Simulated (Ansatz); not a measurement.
# Phonons of SiC (P6_3mc) against volume, part 3 of 4

Wanted: Grüneisen parameters and pressure coefficients of the modes of SiC (P6_3mc).

Ansatz 0.2.0; DFT PBE, scalar-relativistic, plane waves, PAW; PAW set soft_1.

So far, highest optical mode at the zone centre (no LO-TO term) (cm⁻¹): step 4 (zone-centre response at rest) 896.

### 6. Zone-centre modes of the member: 1.06 times the volume at rest

The zone-centre modes follow for 1.06 times the volume at rest, with the response to a field.

Contents of input.yaml:

```yaml
crystal:
  lattice:
    - [3.1544893461, 0.0, 0.0]
    - [-1.5772446731, 2.7318679096, 0.0]
    - [0.0, 0.0, 10.3298885131]
  atoms:
    - { symbol: C, position: [0.6666666667, 0.3333333333, 0.7497779655] }
    - { symbol: C, position: [0.3333333333, 0.6666666667, 0.2497779655] }
    - { symbol: C, position: [0.0, 0.0, 0.5004561213] }
    - { symbol: C, position: [0.0, 0.0, 0.0004561213] }
    - { symbol: Si, position: [0.6666666667, 0.3333333333, 0.9378917572] }
    - { symbol: Si, position: [0.3333333333, 0.6666666667, 0.4378917572] }
    - { symbol: Si, position: [0.0, 0.0, 0.6878731561] }
    - { symbol: Si, position: [0.0, 0.0, 0.1878731561] }
kpoints:
  mp_grid: { grid: [9, 9, 4] }
hamiltonian:
  xc: pbe
  pseudopotentials: { kind: paw, azcp: { folder: soft_1 } }
scf:
  occupations: { method: fixed }
output:
  eigenvalues: true
phonons:
  method: dfpt
  dielectric: true
  rigid_motions: translations
```

Launch:

```
> ansatz run input.yaml --threads 8 --pin off --max-ram 16384MiB --backend cpu --events-out ev --progress --plain --runs-dir out
```

Numbers of over 12 decimals in the logs are rounded to 6 here.

What it wrote:

```text
[...]
Crystal: 8 atoms, lattice volume = 89.019 Å³
Basis set: ecut = 420 eV, 1739 PW (Γ), exchange–correlation on 48×48×144 points (8 copies of the dense FFT grid, shifted against one another)
Bands: 24, of which v1, the nominal top of the filled ones, is band 16 counted from 1 (15 counted from 0)
Symmetry: 12 space group operations
k-points: 95 of 324 (irreducible under 2 space group operations, time reversal used)
[...]
SCF iter   1: F=—  HF=-3553.703773 eV  |F-HF|=—  |Δ(HF+E_count)|=         —  Δρ=1.25e-1  dr2=1.76e1  ethr=3.10e-3  ⟨swp⟩=4.9  Hψ=10591  notcnv=0  defer=533
[...]
SCF iter  11: F=-3548.473680 eV  HF=-3548.473680 eV  |F-HF|=7.28e-12  |Δ(HF+E_count)|=  1.14e-10  Δρ=9.17e-8  dr2=5.24e-12  ethr=1.00e-12  ⟨swp⟩=15.9  Hψ=17094  notcnv=0
SCF 1 converged in 11 iterations: F = -3548.473680 eV  dr2 = 5.24e-12
[...]
Bands: 17, of which v1, the nominal top of the filled ones, is band 16 counted from 1 (15 counted from 0)
k-points: 60 of 400 (irreducible under 4 space group operations, time reversal used)
[...]
Eigensolver: Dense (60 Hₖ)
SCF iter   1: F=—  HF=-3548.461218 eV  |F-HF|=—  |Δ(HF+E_count)|=         —  Δρ=1.09e-4  dr2=2.82e-6  ethr=1.00e-1
[...]
SCF iter   3: F=-3548.461222 eV  HF=-3548.461222 eV  |F-HF|=3.77e-8  |Δ(HF+E_count)|=   1.10e-6  Δρ=6.17e-6  dr2=5.12e-8  ethr=2.02e-9
SCF 1 converged in 3 iterations: F = -3548.461222 eV  dr2 = 5.12e-8
[...]
SCF converged after 11 iterations
Free energy (F): -3548.473680 eV
[...]
Internal energy: -3548.473680 eV  (E = F + TS)
E sigma→0 (E₀):  -3548.473680 eV
Fermi energy:    8.650083 eV
[...]
--- Band table (eV; the first three rows and the last of 95) ---
  k-point 0: bands = [... 12 lower, 8.0746, 8.6015, 8.6501, 8.6501, 13.1155, 13.6920, 14.0781, 14.3008, ... 4 higher]
  k-point 1: bands = [... 12 lower, 8.2440, 8.2440, 8.5955, 8.5955, 13.1692, 13.5423, 14.3511, 14.4768, ... 4 higher]
  k-point 2: bands = [... 12 lower, 8.4472, 8.4472, 8.4472, 8.4472, 13.3218, 13.3218, 14.6629, 14.6629, ... 4 higher]
  k-point 94: bands = [... 12 lower, 5.6156, 5.6156, 7.2957, 7.2957, 12.8575, 12.8575, 13.8730, 13.8730, ... 4 higher]
[...]
ASR residual: 9.012e-5 → 0.000e0 eV/Å²; symmetrization residual: 1.446e-5 eV/Å²
[...]
ε∞ (high-frequency dielectric tensor):
        7.201162     0.000000    -0.000000
        0.000000     7.201162     0.000000
       -0.000000     0.000000     7.492387
  ε⁰ (static dielectric tensor: ions relaxed, cell fixed):
       10.650204     0.000000    -0.000000
        0.000000    10.650204    -0.000000
       -0.000000    -0.000000    11.341196
  ε⁰ − ε∞ (ionic part):
        3.449042     0.000000    -0.000000
        0.000000     3.449042    -0.000000
       -0.000000    -0.000000     3.848809
[...]
Born effective charges Z* (e; rows j = field, columns β = displacement):
    site 0:
        -2.65912   -0.00000    0.00000
        -0.00000   -2.65912   -0.00000
         0.00000   -0.00000   -2.68957
    site 1:
        -2.65912   -0.00000    0.00000
        -0.00000   -2.65912   -0.00000
         0.00000   -0.00000   -2.68957
    site 2:
        -2.61049   -0.00000    0.00000
        -0.00000   -2.61049   -0.00000
         0.00000   -0.00000   -2.76572
    site 3:
        -2.61049   -0.00000    0.00000
         0.00000   -2.61049   -0.00000
         0.00000   -0.00000   -2.76572
    site 4:
         2.63174    0.00000   -0.00000
         0.00000    2.63174    0.00000
        -0.00000    0.00000    2.59754
    site 5:
         2.63174    0.00000   -0.00000
         0.00000    2.63174    0.00000
        -0.00000    0.00000    2.59754
    site 6:
         2.63788    0.00000   -0.00000
         0.00000    2.63788    0.00000
        -0.00000    0.00000    2.85775
    site 7:
         2.63788    0.00000   -0.00000
         0.00000    2.63788    0.00000
        -0.00000    0.00000    2.85775
  Z* charge neutrality: 9.070e-3 e pre-enforcement
[...]
optical modes at Γ without the LO–TO term, one row a degenerate level:
      ω (cm⁻¹)  modes    IR ((D/Å)²/amu)
        189.66      2             0.0000
        195.91      2             0.0000
        258.25      2             0.0036
        365.55      1             0.0000
        372.48      1             0.0000
        557.83      1             0.1199
        691.53      2             0.2129
[...]
optical modes at Γ + LO–TO along q̂ = [1.0000, 0.0000, 0.0000]:
      ω (cm⁻¹)  modes    IR ((D/Å)²/amu)
[...]
optical modes at Γ + LO–TO along q̂ = [0.0000, 1.0000, 0.0000]:
      ω (cm⁻¹)  modes    IR ((D/Å)²/amu)
[...]
optical modes at Γ + LO–TO along q̂ = [0.0000, 0.0000, 1.0000]:
      ω (cm⁻¹)  modes    IR ((D/Å)²/amu)
[...]
258.25      2             0.0036
        365.55      1             0.0000
        372.48      1             0.0000
        557.98      1             0.0223
        691.53      2             0.2129
        703.81      2             0.0000
        712.18      2             0.0000
        727.45      2           152.0917
        761.74      1             0.0668
        831.91      1             0.0000
        840.44      1             0.0000
        877.59      1            81.5880
```

The job ended after 15 s (8 threads of AMD EPYC 9B45 (Zen 5), shared host; peak memory 1.2 GiB; 99 s of CPU time).

Numbers from this step:

| Property | Result |
| --- | --- |
| sum-rule residual before enforcement | 9.01e-5 eV/Å² |
| miss of the charge sum rule | 0.009070 e |
| estimated error of the dielectric tensor | 0.02721 |
| estimated error of the Born charges | 0.01593 e |
| highest optical mode at the zone centre (no LO-TO term) | 840.4 cm⁻¹ |
| lowest optical zone-centre mode | 189.7 cm⁻¹ |
| mean high-frequency dielectric constant | 7.298 |
| largest Born charge (third of the trace) | 2.711 e |
| mean static dielectric constant | 10.88 |
| top of the zone-centre spectrum with the field | 884.6 cm⁻¹ |

Without the LO-TO term. Patterns of degenerate modes are one choice out of their space. Modes at Γ, with each element's share of the kinetic energy:

```
mode  frequency (cm⁻¹)  symmetry  C %  Si %
   1               0.0  acoustic   30    70
   2               0.0  acoustic   30    70
   3               0.0  acoustic   30    70
   4             189.7        E2   27    73
   5             189.7        E2   27    73
   6             195.9        E2   27    73
   7             195.9        E2   27    73
   8             258.2        E1   25    75
   9             258.2        E1   25    75
  10             365.6        B1   24    76
  11             372.5        B1   25    75
  12             557.8        A1    1    99
  13             691.5        E1   75    25
  14             691.5        E1   75    25
  15             703.8        E2   72    28
  16             703.8        E2   72    28
  17             712.2        E2   73    27
  18             712.2        E2   73    27
  19             713.1        A1   70    30
  20             727.5        E1   70    30
  21             727.5        E1   70    30
  22             762.1        A1   98     2
  23             831.9        B1   75    25
  24             840.4        B1   75    25
```

Transverse modes. Lines of the infrared spectrum (strongest = 100):

```
position (cm⁻¹)  relative intensity
            190                 0.0
            196                 0.0
            258                 0.0
            366                 0.0
            372                 0.0
            558                 0.1
            692                 0.1
            704                 0.0
            712                 0.0
            713                  53
            727                 100
            762                 0.3
            832                 0.0
            840                 0.0
```

Without the LO-TO term the lowest optical mode is real, 190 cm⁻¹, and the highest lies at 840.4 cm⁻¹.

For the highest optical mode at the zone centre (no LO-TO term), step 4 gave 896 cm⁻¹; this run, with volume ratio 1.06, gives 840 cm⁻¹ (-6 %).

### 7. A member of the series: 0.9 times the volume at rest

The cell is set to 0.9 times the volume at rest, and shape and atoms relax at that volume.

Contents of input.yaml:

```yaml
crystal:
  lattice:
    - [2.9878050032, 0.0, 0.0]
    - [-1.4939025016, 2.5875150343, 0.0]
    - [0.0, 0.0, 9.7765563572]
  atoms:
    - { symbol: C, position: [0.6666666667, 0.3333333333, 0.7498229784] }
    - { symbol: C, position: [0.3333333333, 0.6666666667, 0.2498229784] }
    - { symbol: C, position: [0.0, 0.0, 0.5004315974] }
    - { symbol: C, position: [0.0, 0.0, 0.0004315974] }
    - { symbol: Si, position: [0.6666666667, 0.3333333333, 0.9377920528] }
    - { symbol: Si, position: [0.3333333333, 0.6666666667, 0.4377920528] }
    - { symbol: Si, position: [0.0, 0.0, 0.6879523713] }
    - { symbol: Si, position: [0.0, 0.0, 0.1879523713] }
kpoints:
  mp_grid: { grid: [9, 9, 4] }
hamiltonian:
  xc: pbe
  pseudopotentials: { kind: paw, azcp: { folder: soft_1 } }
scf:
  occupations: { method: fixed }
output:
  forces: true
  stress: true
  eigenvalues: true
relax:
  adjacent_minimum: "off"
  f_tol: 0.001
  max_steps: 60
  cell: { stress_tol: 0.01, fix: [volume] }
```

What it wrote:

```text
[...]
Crystal: 8 atoms, lattice volume = 75.582 Å³
Basis set: ecut = 420 eV, 1425 PW (Γ), exchange–correlation on 40×40×144 points (8 copies of the dense FFT grid, shifted against one another)
Bands: 24, of which v1, the nominal top of the filled ones, is band 16 counted from 1 (15 counted from 0)
Symmetry: 12 space group operations
[...]
k-points: 36 of 324 (time reversal used)
[...]
- [-1.493974, 2.587638, 0]
    - [0, 0, 9.775625]
  atoms:
    - { symbol: C, position: [0.666667, 0.333333, 0.749820] }
    - { symbol: C, position: [0.333333, 0.666667, 0.249820] }
    - { symbol: C, position: [0, 0, 0.500426] }
    - { symbol: C, position: [0, 0, 0.000426111] }
    - { symbol: Si, position: [0.666667, 0.333333, 0.937782] }
    - { symbol: Si, position: [0.333333, 0.666667, 0.437782] }
    - { symbol: Si, position: [0, 0, 0.687970] }
    - { symbol: Si, position: [0, 0, 0.187970] }
[key lines of the parts left out:]
SCF converged after 5 iterations
Free energy (F): -3547.992314 eV
Fermi energy:    10.736227 eV
P = ⅓ Tr σ = 27.6064 GPa (276.064 kbar)
```

Run time: 1.4 s. Hardware: 8 threads; peak memory 0.49 GiB.

Little changed from the start: no atom moved by 0.005 Å and no cell edge by 0.1 %.

Numbers from this step:

| Item | Value |
| --- | --- |
| pressure | 27.61 GPa |
| gap on the k-mesh | 2.368 eV |
| volume per atom | 9.448 Å³ |

The largest force component left is 0.83 meV/Å, at a pressure of 27.61 GPa.

### 8. Zone-centre modes of the member: 0.9 times the volume at rest

The zone-centre modes follow for 0.9 times the volume at rest, with the response to a field.

Contents of input.yaml:

```yaml
crystal:
  lattice:
    - [2.987947297, 0.0, 0.0]
    - [-1.4939736485, 2.5876382643, 0.0]
    - [0.0, 0.0, 9.7756252096]
  atoms:
    - { symbol: C, position: [0.6666666667, 0.3333333333, 0.7498204046] }
    - { symbol: C, position: [0.3333333333, 0.6666666667, 0.2498204046] }
    - { symbol: C, position: [0.0, 0.0, 0.5004261107] }
    - { symbol: C, position: [0.0, 0.0, 0.0004261107] }
    - { symbol: Si, position: [0.6666666667, 0.3333333333, 0.9377820843] }
    - { symbol: Si, position: [0.3333333333, 0.6666666667, 0.4377820843] }
    - { symbol: Si, position: [0.0, 0.0, 0.6879704004] }
    - { symbol: Si, position: [0.0, 0.0, 0.1879704004] }
kpoints:
  mp_grid: { grid: [9, 9, 4] }
hamiltonian:
  xc: pbe
  pseudopotentials: { kind: paw, azcp: { folder: soft_1 } }
scf:
  occupations: { method: fixed }
output:
  eigenvalues: true
phonons:
  method: dfpt
  dielectric: true
  rigid_motions: translations
```

What it wrote:

```text
[...]
Crystal: 8 atoms, lattice volume = 75.582 Å³
Basis set: ecut = 420 eV, 1425 PW (Γ), exchange–correlation on 40×40×144 points (8 copies of the dense FFT grid, shifted against one another)
Bands: 24, of which v1, the nominal top of the filled ones, is band 16 counted from 1 (15 counted from 0)
Symmetry: 12 space group operations
k-points: 95 of 324 (irreducible under 2 space group operations, time reversal used)
[...]
ω (cm⁻¹)  modes    IR ((D/Å)²/amu)
[...]
optical modes at Γ + LO–TO along q̂ = [0.0000, 1.0000, 0.0000]:
      ω (cm⁻¹)  modes    IR ((D/Å)²/amu)
[...]
optical modes at Γ + LO–TO along q̂ = [0.0000, 0.0000, 1.0000]:
      ω (cm⁻¹)  modes    IR ((D/Å)²/amu)
[...]
921.07      1             0.0347
        994.33      1             0.0000
       1002.69      1             0.0000
       1046.01      1            89.8626
[key lines of the parts left out:]
SCF converged after 11 iterations
Free energy (F): -3547.992314 eV
Fermi energy:    10.736228 eV
```

Elapsed: 13 s, on 8 threads; peak memory 1.1 GiB; 85 s of CPU time.

Numbers from this step:

| Property | Result |
| --- | --- |
| sum-rule residual before enforcement | 7.30e-5 eV/Å² |
| miss of the charge sum rule | 0.008451 e |
| estimated error of the dielectric tensor | 0.02486 |
| estimated error of the Born charges | 0.01597 e |
| highest optical mode at the zone centre (no LO-TO term) | 1003 cm⁻¹ |
| lowest optical zone-centre mode | 188.3 cm⁻¹ |
| mean high-frequency dielectric constant | 6.891 |
| largest Born charge (third of the trace) | 2.848 e |
| mean static dielectric constant | 10.09 |
| top of the zone-centre spectrum with the field | 1055 cm⁻¹ |

Without the LO-TO term. Patterns of degenerate modes are one choice out of their space. The modes at Γ (shares of kinetic energy by element, %):

```
mode  frequency (cm⁻¹)  symmetry  C %  Si %
   1               0.0  acoustic   30    70
   2               0.0  acoustic   30    70
   3               0.0  acoustic   30    70
   4             188.3        E2   28    72
   5             188.3        E2   28    72
   6             198.3        E2   28    72
   7             198.3        E2   28    72
   8             251.7        E1   27    73
   9             251.7        E1   27    73
  10             433.1        B1   23    77
  11             442.4        B1   24    76
  12             648.4        A1    1    99
  13             857.3        E1   73    27
  14             857.3        E1   73    27
  15             858.4        A1   70    30
  16             860.5        E2   72    28
  17             860.5        E2   72    28
  18             868.6        E2   72    28
  19             868.6        E2   72    28
  20             874.9        E1   70    30
  21             874.9        E1   70    30
  22             921.2        A1   99     1
  23             994.3        B1   76    24
  24            1002.7        B1   77    23
```

Transverse modes. Lines of the infrared spectrum (strongest = 100):

```
position (cm⁻¹)  relative intensity
            188                 0.0
            198                 0.0
            252                 0.0
            433                 0.0
            442                 0.0
            648                 0.1
            857                 0.1
            858                  54
            860                 0.0
            869                 0.0
            875                 100
            921                 0.1
            994                 0.0
           1003                 0.0
```

Without the LO-TO term the lowest optical mode is real, 188 cm⁻¹, and the highest lies at 1002.7 cm⁻¹.

For the highest optical mode at the zone centre (no LO-TO term), step 4 gave 896 cm⁻¹; this run, with volume ratio 0.9, gives 1003 cm⁻¹ (+12 %).

(Part 3 of 4 ends here.)

[Logs are printed without paths, hosts, clocks, repeated set-up lines and the standing remarks that a program may print on its own settings, such as how far it seeks lower states.]

[Hosts, paths, dates, database ids (printed as entryN), source tags and the programs' standing remarks are cut or masked in the printed files.]
